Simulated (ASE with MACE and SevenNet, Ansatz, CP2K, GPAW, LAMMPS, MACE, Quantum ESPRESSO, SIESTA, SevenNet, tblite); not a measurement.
## Running ionic liquid ethylpyridinium dicyanamide with Li salt at 400 K (98 atoms) with machine-learned potentials

How do the settings of machine-learned potentials change the result for ionic liquid ethylpyridinium dicyanamide with Li salt at 400 K (98 atoms)? A plane-wave run serves as the yardstick.

Calculated with ASE with MACE and SevenNet; the method is named at each step.

## Step 1: Starting point

The cell holds 98 atoms: 38 C, 19 N, 40 H and 1 Li. Cell: a = 10.520 Å, b = 10.520 Å, c = 10.520 Å, α = 90.0°, β = 90.0°, γ = 90.0°. 4 ethylpyridinium, 5 dicyanamide, 1 Li+ placed at random, at 1.1 g/cm³; overlaps pushed apart, then 10 ps at 700 K with Joung-Cheatham ions (J. Phys. Chem. B 112, 9020 (2008)); MMFF94 bonds, angles, torsions, charges and radii (Halgren, J. Comput. Chem. 17, 490 (1996)) in harmonic and 12-6 forms; charges of ions scaled by 0.8. Snapshot after 30 ps at 400 K and fixed volume.

The yardstick, on the same geometry:

- method: Kohn-Sham DFT, PBE, SSSP efficiency 1.3.0 pseudopotentials, plane waves (Quantum ESPRESSO 7.5); sssp-pbe-1.3.0-efficiency, cutoffs 60/480 Ry, Γ point
- r.m.s. force component: 1.72 eV/Å
- longest force: 9.914 eV/Å
- pressure: 0.728 GPa
- gap (highest filled to lowest empty level): 1.791 eV
- time: 2.5 min on 2 MPI ranks of Arm Neoverse V2, shared host
- CPU time: 5.1 min

## Step 2: MACE MP-0b3 medium potential

Method: machine-learned interatomic potential MACE MP-0b3 medium, trained on PBE(+U) plane-wave data.

Contents of run.py:

```python
import numpy as np
from ase.io import read
import mlip  # loads the published weights by name

atoms = read("structure.xyz")
atoms.calc = mlip.calc("mace-mp-0b3-medium")
energy = atoms.get_potential_energy()
forces = atoms.get_forces()
print(f"energy {energy:.6f} eV")
print("forces (eV/A)")
for i, (a, f) in enumerate(zip(atoms, forces)):
    print(f"{i:4d} {a.symbol:2s} {f[0]:10.5f} {f[1]:10.5f} {f[2]:10.5f}")
stress = -atoms.get_stress(voigt=False) * 160.21766
print("stress (GPa, compression positive)")
for row in stress:
    print(" ".join(f"{x:10.4f}" for x in row))
```

Contents of structure.xyz:

```xyz
98
Lattice="10.51987 0.00000 0.00000 0.00000 10.51987 0.00000 0.00000 0.00000 10.51987" Properties=species:S:1:pos:R:3 pbc="T T T"
C 5.06090 8.70730 9.27747
C 4.39962 9.06655 0.00158
N 3.05560 9.53027 10.05626
C 1.94881 8.77462 10.30537
C 0.66938 9.04625 9.92203
C 0.48886 10.17387 9.11442
C 1.65940 0.29140 8.72623
C 2.87382 0.07343 9.29283
H 4.49914 8.07768 8.58989
H 5.42257 9.63010 8.83974
H 5.70556 7.89727 9.42801
H 4.37458 8.26978 0.73997
H 4.93287 9.88794 0.42953
H 2.11313 7.90368 0.47287
H 10.33199 8.38065 10.14115
H 10.03511 0.09468 8.78283
H 1.44732 1.24587 8.24295
H 3.78821 0.61078 9.09127
C 9.88184 9.37910 3.29840
C 10.24888 10.03133 4.62096
N 0.51305 9.12841 5.36829
C 0.04734 7.95071 5.76962
C 0.91323 7.05852 6.45962
C 2.19718 7.39379 6.76470
C 2.66311 8.66122 6.39166
C 1.80205 9.44127 5.61729
H 9.50165 10.16283 2.64101
H 0.25279 8.94536 2.89454
H 9.23992 8.55308 3.37214
H 0.16274 0.47750 4.67408
H 9.28852 10.11507 5.22238
H 9.49976 7.65184 5.75816
H 0.44204 6.21451 6.84023
H 2.86477 6.72725 7.29143
H 3.66197 9.04509 6.63425
H 2.18929 10.27707 5.08415
C 7.03074 4.94129 10.11107
C 8.50531 5.03134 9.87479
N 9.22172 4.26549 0.38166
C 9.83092 3.16764 0.09510
C 0.16769 2.58073 1.04368
C 0.14339 3.02446 2.32920
C 9.95138 4.12779 2.63186
C 9.29115 4.74509 1.63689
H 6.78195 3.93885 10.25351
H 6.84728 5.47843 0.48612
H 6.44573 5.45150 9.34827
H 8.69636 4.60328 8.75821
H 8.69783 6.13245 9.89425
H 9.66103 2.84015 9.59528
H 0.65065 1.59997 0.94426
H 0.51873 2.37938 3.08895
H 9.84113 4.40330 3.68995
H 8.82943 5.72176 1.78522
C 4.65978 4.63001 5.86598
C 4.11011 5.08215 4.50093
[... 38 atom lines left out ...]
N 7.79827 0.77489 0.36062
C 7.04253 1.20190 9.71762
N 6.44921 1.57514 8.80892
Li 6.76533 0.48770 7.04789
```

On the command line:

```console
$ OMP_NUM_THREADS=1 python run.py > output.txt
```

The log of the run:

```text
energy -628.793992 eV
forces (eV/A)
   0 C    -0.22733   -0.74085   -1.11048
   1 C    -0.97340    0.10688   -0.22339
   2 N    -1.08063   -1.56942    1.84201
   3 C     0.78249   -2.28949    2.42031
   4 C    -1.39185    0.41155   -1.04731
   5 C    -0.29360    0.00009   -0.22401
   6 C    -2.03904    2.50668    0.01517
   7 C     1.43473    0.21822   -0.88166
   8 H    -1.17165    0.64348   -0.59428
   9 H     0.51553   -0.27777   -0.54470
  10 H     2.41814   -0.48480    0.76338
  11 H    -0.57759   -0.11173    0.01276
  12 H     0.09399    0.88668    0.63147
  13 H     0.15638    0.62860   -0.68403
  14 H     0.65090    0.18912    0.28471
  15 H     0.66608   -0.67741    0.36228
  16 H     0.66589   -0.10698   -0.63203
  17 H     0.15214    0.55110   -0.15995
  18 C     1.36739    2.09876   -0.08184
  19 C    -3.88662   -0.88777    0.36632
  20 N     1.59755   -0.26536    0.73196
  21 C     0.10970   -2.28117    1.60774
  22 C    -1.29794    1.82136   -0.93534
  23 C     1.37645    0.64238    0.13816
[...]
90 C     3.67100    0.64519    2.17097
  91 N     0.73011    0.07225   -0.12114
  92 N     0.17560   -4.85296    1.33357
  93 C    -1.07142    9.31898   -2.92203
  94 N    -1.65789   -2.17176   -2.29254
  95 C     4.43730   -3.62280    6.91284
  96 N    -1.70561    1.21044   -3.21010
  97 Li   -0.07517    0.34712    0.00142
stress (GPa, compression positive)
   -0.0288    -0.0643    -0.6829
   -0.0643     1.7527    -0.4057
   -0.6829    -0.4057     0.8958
```

Run time: 8.3 s. Hardware: 1 thread of Arm Neoverse V2, shared host; peak memory 1.2 GiB.

Banners, paths, timers and routine set-up lines are dropped from the logs unmarked, and long logs keep their key lines alone; longer cuts are marked.

Numbers from this run, and their distance from the reference:

```
r.m.s. force component                  : 1.719 eV/Å
r.m.s. difference of force components   : 181 meV/Å
longest difference of force vectors     : 985.7 meV/Å
force difference over r.m.s. force      : 10.52 %
slope of forces against the reference's : 0.9944
correlation of force components         : 0.9945
pressure                                : 0.8732 GPa
pressure difference                     : 0.1452 GPa
```

Length of the force difference by element (eV/Å):

| element | atoms | mean | most |
| --- | --- | --- | --- |
| C | 38 | 0.33 | 0.68 |
| H | 40 | 0.12 | 0.26 |
| Li | 1 | 0.22 | 0.22 |
| N | 19 | 0.37 | 0.99 |

The surroundings of C24, picked at random, nearest first, numbered as they follow in the input and with coordinates relative to it.

| atom | x | y | z | distance (Å) | bonds | Fx | Fy | Fz (eV/Å) |
| --- | --- | --- | --- | --- | --- | --- | --- | --- |
| C24 | 0.00 | 0.00 | 0.00 | 0.00 | 3 | 1.38 | 0.64 | 0.14 |
| H34 | 0.67 | -0.67 | 0.53 | 1.08 | 1 | 0.02 | -0.31 | 0.23 |
| C23 | -1.28 | -0.34 | -0.31 | 1.36 | 3 | -1.30 | 1.82 | -0.94 |
| C25 | 0.47 | 1.27 | -0.37 | 1.40 | 3 | -0.64 | -0.02 | -0.46 |
| H33 | -1.76 | -1.18 | 0.08 | 2.12 | 1 | -0.64 | -1.90 | 0.51 |
| H35 | 1.46 | 1.65 | -0.13 | 2.21 | 1 | -0.25 | -0.10 | -0.17 |
| C26 | -0.40 | 2.05 | -1.15 | 2.38 | 3 | 1.47 | -0.59 | 0.48 |
| C22 | -2.15 | 0.56 | -1.00 | 2.43 | 3 | 0.11 | -2.28 | 1.61 |
| N21 | -1.68 | 1.73 | -1.40 | 2.79 | 3 | 1.60 | -0.27 | 0.73 |

Atoms are counted from 1 here, from 0 in the log.

Forces lie 11 % from the reference's, at 0.027 times its CPU time (on 1 against 2 cores).

## Step 3: SevenNet 0 potential

Method: machine-learned interatomic potential SevenNet 0, trained on PBE(+U) plane-wave data.

Edit run.py of step 2 so:

```diff
@@ -5,3 +5,3 @@
 atoms = read("structure.xyz")
-atoms.calc = mlip.calc("mace-mp-0b3-medium")
+atoms.calc = mlip.calc("7net-0")
 energy = atoms.get_potential_energy()
```

structure.xyz is that of step 2.

The log of the run:

```text
energy -630.430542 eV
forces (eV/A)
   0 C     0.01419   -0.89746   -1.23245
   1 C    -0.88778    0.05786    0.15839
   2 N    -1.64365   -1.27113    1.44867
   3 C     1.11229   -2.53819    2.32434
   4 C    -1.31702    0.55549   -0.98463
   5 C    -0.35446   -0.18518   -0.14287
   6 C    -1.99799    2.48186   -0.45353
   7 C     1.62968    0.16589   -0.53195
   8 H    -1.20789    0.71486   -0.58109
   9 H     0.59659   -0.27966   -0.59048
  10 H     2.48950   -0.49672    0.71620
  11 H    -0.48427   -0.06447    0.12445
  12 H     0.17835    0.76002    0.61453
  13 H     0.06016    0.64131   -0.62599
  14 H     0.61122    0.37222    0.18983
  15 H     0.59919   -0.78288    0.30531
  16 H     0.65226   -0.06746   -0.45594
  17 H    -0.00183    0.60378   -0.22764
  18 C     1.13544    1.86141   -0.06722
  19 C    -3.61646   -0.81555    0.09731
  20 N     1.69139   -0.57344    0.87696
  21 C     0.16571   -2.08671    1.46895
  22 C    -1.24931    1.79292   -1.11415
  23 C     1.22534    0.75124    0.16994
[...]
90 C     4.23194    0.66910    2.43412
  91 N     0.40913    0.08894   -0.32688
  92 N     0.10031   -5.43111    1.38494
  93 C    -0.97719   10.12745   -3.01278
  94 N    -1.69068   -2.65749   -2.38285
  95 C     4.69662   -3.64727    7.24444
  96 N    -2.01453    1.27648   -3.31655
  97 Li   -0.06814    0.43376   -0.12245
stress (GPa, compression positive)
    0.2355    -0.2122    -0.6221
   -0.2122     1.8490    -0.4402
   -0.6221    -0.4402     1.2827
```

Run time: 8.4 s. Hardware: 1 thread; peak memory 1 GiB.

Numbers from this run, and their distance from the reference:

```yaml
r_m_s_force_component: 1.782 eV/Å
r_m_s_difference_of_force_components: 201.9 meV/Å
longest_difference_of_force_vectors: 978.9 meV/Å
force_difference_over_r_m_s_force: 11.74 %
slope_of_forces_against_the_reference_s: 1.03
correlation_of_force_components: 0.994
pressure: 1.122 GPa
pressure_difference: 0.3944 GPa
```

Against the first run (11 %), the force difference from the reference is 12 %, at 0.93 times the CPU time.

## Step 4: SevenNet l3i5 potential

Method: machine-learned interatomic potential SevenNet l3i5, trained on PBE(+U) plane-wave data.

Edit run.py of step 3 so:

```diff
@@ -5,3 +5,3 @@
 atoms = read("structure.xyz")
-atoms.calc = mlip.calc("7net-0")
+atoms.calc = mlip.calc("7net-l3i5")
 energy = atoms.get_potential_energy()
```

structure.xyz is that of step 3.

The log of the run:

```text
energy -630.981506 eV
forces (eV/A)
   0 C    -0.10723   -0.75910   -1.13757
   1 C    -0.81841    0.18144   -0.09843
   2 N    -1.56729   -1.39130    1.71107
   3 C     1.09996   -2.34644    2.33530
   4 C    -1.43095    0.31315   -0.94090
   5 C    -0.37941   -0.07180   -0.18783
   6 C    -1.87942    2.41683   -0.30378
   7 C     1.51613    0.22274   -0.56206
   8 H    -1.09248    0.54804   -0.57558
   9 H     0.58911   -0.18290   -0.62059
  10 H     2.51529   -0.54900    0.72032
  11 H    -0.64342   -0.17221    0.16889
  12 H     0.15850    0.77769    0.57490
  13 H    -0.07932    0.61745   -0.63089
  14 H     0.57354    0.29836    0.25116
  15 H     0.61977   -0.72359    0.29388
  16 H     0.75607   -0.02967   -0.49743
  17 H    -0.00393    0.75399   -0.36716
  18 C     1.16512    1.84036   -0.29672
  19 C    -3.76211   -0.67127    0.16853
  20 N     1.71854   -0.73673    1.03945
  21 C    -0.16324   -2.05991    1.55109
  22 C    -1.29503    1.65236   -1.01545
  23 C     1.29071    0.73222    0.22275
[...]
90 C     4.04024    0.74525    2.39158
  91 N     0.54275    0.04575   -0.33741
  92 N     0.14453   -5.08749    1.39355
  93 C    -1.05071    9.97454   -3.11538
  94 N    -1.67849   -2.61013   -2.40892
  95 C     4.68957   -3.98742    7.20582
  96 N    -1.91262    1.39050   -3.25472
  97 Li    0.09255    0.47304   -0.06594
stress (GPa, compression positive)
    0.3705    -0.0790    -0.6194
   -0.0790     2.0726    -0.2117
   -0.6194    -0.2117     1.4419
```

It took 10 s on 1 thread; peak memory 1.8 GiB.

Against the reference:

```yaml
r_m_s_force_component: 1.799 eV/Å
r_m_s_difference_of_force_components: 184.1 meV/Å
longest_difference_of_force_vectors: 905.7 meV/Å
force_difference_over_r_m_s_force: 10.71 %
slope_of_forces_against_the_reference_s: 1.041
correlation_of_force_components: 0.9955
pressure: 1.295 GPa
pressure_difference: 0.567 GPa
```

Against the first run (11 %), the force difference from the reference is 11 %, at 1.2 times the CPU time.

## Step 5: Side by side

Differences are against the plane-wave reference, forces as r.m.s. over components; share is that over the reference's r.m.s. force, slope the least-squares factor from reference forces to these. Total energies of different programs have different zeros and aren't compared.

| run | Δ force, r.m.s. (meV/Å) | share (%) | slope | Δ pressure (GPa) | cores | CPU time | memory (GiB) |
| --- | --- | --- | --- | --- | --- | --- | --- |
| reference | - | - | - | - | 2 | 5.1 min | 2.3 |
| MACE MP-0b3 medium potential | 181 | 10.5 | 0.994 | 0.145 | 1 | 8.2 s | 1.2 |
| SevenNet 0 potential | 202 | 11.7 | 1.030 | 0.394 | 1 | 7.7 s | 1.0 |
| SevenNet l3i5 potential | 184 | 10.7 | 1.041 | 0.567 | 1 | 10 s | 1.8 |

Times of the machine-learned potentials are mostly Python's start and the loading of weights.

CPU time is summed over cores on a shared host, where runs went side by side, so it is rough. Symmetry, cutoffs, thresholds, outputs and thread counts weren't matched or tuned between programs; memory under MPI is the largest rank's times the ranks.

## Step 6: Outcome

| Quantity | Value |
| --- | --- |
| nearest in forces | a tie at 11 % of 2 runs: MACE MP-0b3 medium potential; SevenNet l3i5 potential |

In words: Machine-learned potentials differ by 11 % (MACE MP-0b3 medium potential) to 12 % (SevenNet 0 potential); they were trained on other programs' data. The reference's pressure holds the uncorrected Pulay stress of its 60 Ry basis, so small pressure differences, and their order, may be the reference's own error. Machine-learned potentials mimic data converged in k, so the reference's own k-point error enters their differences. The network of contacts between molecules at the start is that of the classical potential that made the cell, and needn't be the one that DFT or experiment would give. The reference's PBE has no dispersion term, which matters for the binding between molecules or layers. The density was typed from a rule of thumb and may lie off the real one at this temperature. The electronic-structure runs sample only Γ, in a cell whose shortest periodic width is 11 Å.

[Also dropped from logs without a mark: logging warnings of Python, and SIESTA's first energy breakdown and zero terms.]

[Logs are printed without paths, hosts, clocks, repeated set-up lines and the standing remarks that a program may print on its own settings, such as how far it seeks lower states.]

[Hosts, paths, dates, database ids (printed as entryN), source tags and the programs' standing remarks are cut or masked in the printed files.]

[The MMFF94 radii named for the starting cell were scaled by 0.96; in molecules described by MMFF94, hydrogen bound to N, O or S took a small fixed 12-6 site in their place.]
